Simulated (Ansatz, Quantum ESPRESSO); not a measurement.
# NiSi2(111): the work function at a withheld member of a series

**Set-up.** Quantum ESPRESSO 7.5, PBE, GBRV ultrasoft. Symmetric 1×1 slabs with 16 Å of vacuum in the starting cell; the two outer layers of each face relax in a periodic cell and the inner ones are held; a run under open boundaries (ESM, bc1) then gives the work function. Cold smearing of 0.02 Ry, one mesh for all thicknesses. The slabs take the lattice constants of the bulk relaxed by the same program. The series steps the number of trilayers.

| number of trilayers | work function (eV) |
| --- | --- |
| 2 trilayers | 4.5618 |
| 3 trilayers | 4.5276 |
| 4 trilayers | 4.5810 |
| 6 trilayers | 4.5430 |
| 7 trilayers | 4.5369 |

One more run was made and is withheld. What is the work function at 5 trilayers?

**Worked estimate.** The rows at 4 trilayers and 6 trilayers give a slope of (4.5430 − (4.5810))/(6 − (4)) = −0.019, so a straight line gives 4.5620 eV. A parabola through these and the row at 3 trilayers gives 4.5861 eV.

What the calculation gave: 4.5880 eV. The line misses by −0.0260 and the parabola by −0.0019 eV. The parabola does better, partly by luck: the series turns more than once.

**Limits.** Unreconstructed faces. One mesh, so part of the swing with thickness is sampling.
